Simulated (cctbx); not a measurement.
## What is wrong with this refinement?

Cell a = 6.0200 Å, b = 6.0200 Å, c = 16.4320 Å, α = 90.00°, β = 90.00°, γ = 120.00°; space group R32 (no. 155). The compound is Gd5Zn.

Simulated single-crystal data (cctbx): synchrotron X-rays, λ = 0.6889 Å, to d = 0.75 Å, 80 % of the full sphere, strongest reflection 40000 counts, noise from counting, a 2 % proportional error and a noise floor of 2 counts (s.d.); no absorption.

An isotropic refinement with weights 1/σ² prints:

```text
Rint 0.019, 293 unique reflections to 0.75 A
cycle     R1     wR2    GooF  max shift (A)
   1  0.2939  0.6372  41.860   0.09819
  12  0.0073  0.0313   2.059   0.00381
final R1 0.0089 wR2 0.0536 GooF 3.521  parameters 9  data/parameter 32.6
atom        x        y        z      Ueq    occ   su(xyz)  su(Uiso or U11)
Gd1    0.00000  0.00000  0.85148   0.0078  1.000  0.00005  0.0002
Gd2    0.37324  0.37324  0.00000   0.0087  1.000  0.00011  0.0002
Zn1    0.66667  0.33333  0.83333   0.0110  1.000  0.00000  0.0005
Zn2    0.88045  0.71341  0.83110   0.8488  1.000  0.01293  0.0182
difference map: max 0.90 min -0.90 rms 0.27
Q1    0.0000  0.6355  0.0000    9    0.90  0.05 A from Gd2
Q2    0.0000  0.0000  0.5000    3    0.51  0.00 A from Zn1
Q3    0.0328  0.5055  0.4309   18    0.46  1.83 A from Zn2
Q4    0.0611  0.5673  0.6199   18    0.44  1.30 A from Gd2
Q5    0.0873  0.5280  0.2762   18    0.42  1.56 A from Gd2
Q6    0.0057  0.2483  0.0586   18    0.42  2.01 A from Zn2
```

Q: Accept it or mend it, and why?

Mend it. The fault: spurious atom: Zn2. Against the right model at the same level, R1 goes from 0.0055 to 0.0089 and GooF from 0.85 to 3.52, Zn2 takes U = 0.85 Å², the top difference peak, 0.9 e/Å³, lies on Gd2 and a hole of -0.9 e/Å³ opens. A site with no density behind it hides by a very large U or drifts. The fit had not settled when the cycles ran out.

The compound is Gd5Zn. The right model at the same level gives:

```text
Rint 0.019, 293 unique reflections to 0.75 A
cycle     R1     wR2    GooF  max shift (A)
   1  0.1114  0.2562  16.717   0.03017
   2  0.0055  0.0130   0.851   0.00000
final R1 0.0055 wR2 0.0130 GooF 0.851  parameters 5  data/parameter 58.6
atom        x        y        z      Ueq    occ   su(xyz)  su(Uiso or U11)
Gd1    0.00000  0.00000  0.85146   0.0079  1.000  0.00001  0.0001
Gd2    0.37323  0.37323  0.00000   0.0088  1.000  0.00003  0.0000
Zn1    0.66667  0.33333  0.83333   0.0111  1.000  0.00000  0.0001
difference map: max 0.34 min -0.23 rms 0.08
Q1    0.0717  0.5573  0.1546   18    0.35  1.38 A from Zn1
Q2    0.0000  0.5961  0.5000    9    0.29  1.86 A from Gd1
Q3    0.0000  0.8348  0.0000    9    0.25  1.25 A from Gd2
Q4    0.0191  0.4959  0.7820   18    0.24  1.73 A from Gd1
Q5    0.0395  0.8625  0.0990   18    0.23  1.27 A from Gd1
Q6    0.0766  0.2093  0.6407   18    0.23  1.43 A from Gd2
```

Isotropic U is held between 0.0001 and 1 Å² by the program, and listed peak heights are interpolated, so they can pass the grid's maximum.

The model was made for the exercise: a known structure type with other elements put in, its volume estimated, not relaxed; displacement parameters are assumed.

[Middle refinement cycles are left out of these outputs.]

[Logs are printed without paths, hosts, clocks, repeated set-up lines and the standing remarks that a program may print on its own settings, such as how far it seeks lower states.]
